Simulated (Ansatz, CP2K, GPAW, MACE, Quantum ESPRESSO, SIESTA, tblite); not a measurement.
# Generalised stacking fault on (110) of a LiCl-LiBr solid solution (56 atoms) in tblite

Wanted: tblite inputs and outputs for generalised stacking fault on (110) of a LiCl-LiBr solid solution (56 atoms), checked against a plane-wave reference.

Calculated with tblite 0.8.0; the method is named at each step.

## 1. The starting structure

The cell holds 56 atoms: 28 Li, 10 Br and 18 Cl. Its edges and angles: a = 7.448 Å, b = 5.266 Å, c = 26.488 Å, α = 90.0°, β = 82.6°, γ = 90.0°. Rock-salt LiCl lattice (a = 5.2663 Å, the value set for the mixture), cell with z along [110], 2 x 1 x 7 periods; the third cell vector is tilted by 0.917 of 1/2[1-10] and lengthened by 0.2 Å, so the cell holds one fault; displaced by a Gaussian of 0.01 Å; 10 of 28 Cl sites given to Br at random (lattice constant by Vegard's rule between LiCl and LiBr). Then every atom was moved at random, 0.02 Å r.m.s. a Cartesian component. The structure's axis is c.

The yardstick, on the same geometry:

- method: Kohn-Sham DFT, PBE, PAW, plane waves (Ansatz 0.2.0); cutoff 420 eV, Γ point, fermi-dirac smearing of 0.05 eV; PAW set soft_2
- r.m.s. force component: 0.1098 eV/Å
- longest force: 0.3545 eV/Å
- pressure: -0.2704 GPa
- gap (highest filled to lowest empty level): 5.458 eV
- SCF cycles: 7
- time: 4.1 s on 8 threads of Arm Neoverse V1, shared host
- CPU time: 28 s

## 2. GFN1-xTB

Method: GFN1-xTB tight binding, diagonalisation.

Input file run.py:

```python
import numpy as np
from ase.io import read
from tblite.ase import TBLite

atoms = read("structure.xyz")
atoms.calc = TBLite(method="GFN1-xTB", electronic_temperature=580, accuracy=1.0, max_iterations=250, mixer_damping=0.1, verbosity=1)
energy = atoms.get_potential_energy()
forces = atoms.get_forces()
print(f"energy {energy:.6f} eV")
print("forces (eV/A)")
for i, (a, f) in enumerate(zip(atoms, forces)):
    print(f"{i:4d} {a.symbol:2s} {f[0]:10.5f} {f[1]:10.5f} {f[2]:10.5f}")
stress = -atoms.get_stress(voigt=False) * 160.21766
print("stress (GPa, compression positive)")
for row in stress:
    print(" ".join(f"{x:10.4f}" for x in row))
print("charges (e)")
print(np.array2string(atoms.get_charges(), precision=4, suppress_small=True, max_line_width=110, threshold=100000))
```

Input file structure.xyz:

```xyz
56
Lattice="7.44767 0.00000 0.00000 0.00000 5.26630 0.00000 3.41349 0.00000 26.26686" Properties=species:S:1:pos:R:3 pbc="T T T"
Li 7.48600 5.24223 26.04202
Br 5.57132 0.01943 1.82949
Li 7.48243 0.00469 3.73357
Cl 5.56639 5.25582 5.61979
Li 7.47101 5.25919 7.42590
Cl 5.60328 5.25487 9.30792
Li 7.44874 0.03239 11.16473
Cl 5.57336 0.05387 13.05043
Li 7.50168 5.23160 14.89436
Cl 5.59531 5.26198 16.77822
Li 7.46094 5.24539 18.60403
Cl 5.59390 0.01401 20.49367
Li 7.39760 0.04518 22.33524
Cl 5.64956 0.00137 24.19493
Li 3.73712 0.03723 26.11005
Br 1.89282 0.02659 1.87572
Li 3.71302 0.00506 3.72385
Cl 1.87798 0.01238 5.58407
Li 3.72417 5.25334 7.46951
Br 1.85521 5.22828 9.27562
Li 3.70819 5.26040 11.18574
Cl 1.84556 5.22923 13.02101
Li 3.70818 0.00479 14.89016
Cl 9.33147 5.23439 16.74644
Li 3.73672 0.00311 18.59536
Cl 9.31466 5.24839 20.45111
Li 3.65242 0.03707 22.32342
Cl 9.27525 5.21890 24.18994
Li 1.87113 2.67965 1.81425
Cl 7.46262 2.63110 3.69864
Li 1.82307 2.64505 5.55702
Cl 7.44557 2.65764 7.46163
Li 1.84997 2.61488 9.34128
Br 7.44099 2.61098 11.18706
Li 1.86282 2.62888 13.03178
Cl 7.48098 2.60735 14.88753
Li 9.31807 2.63852 16.72989
Cl 7.44843 2.68771 18.60009
Li 9.30922 2.61714 20.44481
Cl 7.42358 2.65021 22.32709
Li 9.30636 2.62004 24.18574
Cl 7.40936 2.62967 26.01102
Li 5.62454 2.59286 1.84525
Br 3.75713 2.61746 3.71597
Li 5.56135 2.61208 5.54835
Br 3.72653 2.65764 7.44981
Li 5.57669 2.59018 9.28954
Br 3.67479 2.68165 11.16368
Li 5.57240 2.66306 13.00577
Cl 3.69825 2.62583 14.89567
Li 5.53901 2.65221 16.74617
Br 3.72981 2.63225 18.63844
Li 5.59889 2.60139 20.45532
Br 3.70610 2.65664 22.31238
Li 5.59074 2.58970 24.20255
Br 3.73879 2.62736 26.04779
```

The run is started by

```console
OMP_NUM_THREADS=1 python run.py > output.txt
```

Log:

```text
------------------------------------------------------------
  cycle        total energy    energy error   density error
------------------------------------------------------------
      1     -128.8624299509  -1.2864114E+02   5.5652588E-01
      2     -129.0113545635  -1.4892461E-01   4.9885630E-01
      3     -127.8377196966   1.1736349E+00   2.0000343E-01
      4     -110.9742909503   1.6863429E+01   5.6114492E-01
      5     -128.5110407238  -1.7536750E+01   8.9768019E-02
      6     -129.1187147262  -6.0767400E-01   4.0697823E-02
      7     -129.1180990203   6.1570585E-04   4.3949090E-02
      8     -129.1543909211  -3.6291901E-02   3.0536019E-02
      9     -129.1509728396   3.4180815E-03   2.9073722E-02
     10     -129.1658854259  -1.4912586E-02   1.9150145E-02
     11     -129.1714314407  -5.5460148E-03   1.5661736E-02
     12     -129.1764252144  -4.9937737E-03   1.2978575E-02
     13     -129.1784533088  -2.0280944E-03   1.1495989E-02
     14     -129.1806624302  -2.2091213E-03   1.0109860E-02
     15     -129.1838382959  -3.1758658E-03   6.8655566E-03
     16     -129.1854475953  -1.6092994E-03   4.6862869E-03
     17     -129.1865388924  -1.0912971E-03   2.0819345E-03
     18     -129.1868183055  -2.7941318E-04   3.6950318E-04
     19     -129.1868292270  -1.0921456E-05   1.2702434E-04
     20     -129.1868261665   3.0605236E-06   2.8276801E-04
     21     -129.1868293387  -3.1721783E-06   8.7503548E-05
     22     -129.1868298832  -5.4452647E-07   2.2341071E-05
     23     -129.1868298742   9.0273033E-09   2.6999052E-05
     24     -129.1868299185  -4.4327720E-08   1.2176910E-05
------------------------------------------------------------
 total:                                   3.304 sec
energy -3515.352698 eV
forces (eV/A)
   0 Li   -0.15380    0.00489   -0.26134
   1 Br    0.35308   -0.15895   -0.07275
   2 Li   -0.07424   -0.00409    0.11465
   3 Cl    0.21363    0.02431   -0.04485
   4 Li   -0.16414    0.01283   -0.07931
   5 Cl   -0.00814    0.03478   -0.02322
   6 Li   -0.12485   -0.11564    0.11093
   7 Cl   -0.01601   -0.10830    0.07430
   8 Li   -0.06244    0.02480    0.03753
   9 Cl    0.03580    0.02338   -0.13841
  10 Li   -0.01485    0.04051    0.01604
  11 Cl    0.11003   -0.00806   -0.05627
  12 Li    0.04007   -0.05800   -0.02576
  13 Cl   -0.06877    0.00035    0.03889
  14 Li   -0.07777   -0.09476   -0.23598
  15 Br   -0.03845   -0.03300   -0.14597
  16 Li    0.07572   -0.04016    0.15511
  17 Cl   -0.22450   -0.01201   -0.04842
  18 Li    0.14461    0.06921   -0.12596
  19 Br   -0.09089    0.16712    0.04097
  20 Li    0.08896    0.09603    0.08179
  21 Cl    0.03161    0.08008    0.21148
  22 Li    0.02031   -0.00191    0.02267
  23 Cl   -0.08848    0.07326   -0.10045
[...]
48 Li   -0.00293   -0.00266    0.25191
  49 Cl    0.07676    0.01854   -0.02432
  50 Li    0.20765   -0.02212   -0.06974
  51 Br   -0.01250   -0.02014   -0.27454
  52 Li    0.24920    0.05011    0.06909
  53 Br   -0.01840   -0.04139    0.09635
  54 Li    0.27440    0.05091   -0.07107
  55 Br   -0.27261    0.08765    0.12710
stress (GPa, compression positive)
   -0.5246    -0.0222     0.0750
   -0.0222    -1.2527     0.0033
    0.0750     0.0033    -3.3186
charges (e)
[ 0.3408 -0.1682  0.3341 -0.42    0.3751 -0.4528  0.2924 -0.4178  0.4079 -0.4083  0.4044 -0.4209  0.4089
 -0.4193  0.2528 -0.1702  0.2564 -0.4243  0.2973 -0.1618  0.2912 -0.4232  0.4067 -0.4047  0.3284 -0.4191
  0.3293 -0.415   0.2394 -0.435   0.3442 -0.4337  0.2209 -0.1601  0.3335 -0.4019  0.3686 -0.42    0.3346
 -0.4175  0.337  -0.4506  0.2538 -0.1546  0.339  -0.1554  0.3009 -0.1659  0.3324 -0.4056  0.3676 -0.146
  0.3371 -0.1494  0.3409 -0.1541]
```

Elapsed: 4 s, on 1 thread of Arm Neoverse V1, shared host; peak memory 0.11 GiB.

Banners, paths, timers and routine set-up lines are dropped from the logs unmarked, and long logs keep their key lines alone; longer cuts are marked.

Compared with the plane-wave run:

- r.m.s. force component: 0.1166 eV/Å
- r.m.s. difference of force components: 50.92 meV/Å
- longest difference of force vectors: 225 meV/Å
- force difference over r.m.s. force: 46.4 %
- slope of forces against the reference's: 0.9564
- correlation of force components: 0.9005
- pressure: -1.699 GPa
- pressure difference: -1.428 GPa

Length of the force difference by element (eV/Å):

```csv
element,atoms,mean,most
Br,10,0.11,0.23
Cl,18,0.10,0.19
Li,28,0.035,0.070
```

The surroundings of Li33, whose charge lies farthest from its element's mean, nearest first, numbered as they follow in the input and with coordinates relative to it.

```csv
atom,x,y,z,distance (Å),bonds,Mulliken charge (e),Fx,Fy,Fz (eV/Å)
Li33,0.00,0.00,0.00,0.00,6,0.22,-0.131,-0.024,-0.205
Br48,1.82,0.07,1.82,2.58,6,-0.17,0.317,-0.189,0.258
Br20,0.01,2.61,-0.07,2.61,6,-0.16,-0.091,0.167,0.041
Br34,-1.86,0.00,1.85,2.62,6,-0.16,-0.194,0.102,0.042
Cl32,-1.85,0.04,-1.88,2.64,6,-0.43,-0.042,-0.085,-0.234
Br20,0.01,-2.65,-0.07,2.65,6,-0.16,-0.091,0.167,0.041
Br46,1.88,0.04,-1.89,2.66,6,-0.16,0.058,-0.149,-0.139
Li7,-1.85,-2.58,1.82,3.66,6,0.29,-0.125,-0.116,0.111
Li35,0.01,0.01,3.69,3.69,6,0.33,-0.036,-0.024,0.242
```

Atoms are counted from 1 here, from 0 in the log.

Forces lie 46 % from the reference's, at 0.14 times its CPU time (on 1 against 8 cores).

## 3. Summary of results

```yaml
force_difference_from_the_reference: tblite GFN1-xTB, 46 %
its_cpu_time: 4 s
```

In words: Tight binding differs by 46 % (tblite GFN1-xTB); it is another model, with fitted parameters of its own, and the xTB methods hold dispersion. One electronic-structure run takes under half the reference's CPU time: tblite GFN1-xTB, at 46 % in 4 s against 28 s. Periodic xTB results under one method name differ between programs and library versions. The cell is under 6 Å thick along one periodic direction, so every atom has periodic images of itself close by, which move with it and show among its neighbours and in g(r). The reference's stress is far from hydrostatic: its diagonal is 3.0, -3.0, -0.8 GPa, compression counted positive. The host structure and its lattice constant were typed by rule, without a check against the phase diagram. The electronic-structure runs sample only Γ, in a cell whose shortest periodic width is 5 Å.

[Also dropped from logs without a mark: logging warnings of Python, and SIESTA's first energy breakdown and zero terms.]

[Logs are printed without paths, hosts, clocks, repeated set-up lines and the standing remarks that a program may print on its own settings, such as how far it seeks lower states.]

[Hosts, paths, dates, database ids (printed as entryN), source tags and the programs' standing remarks are cut or masked in the printed files.]
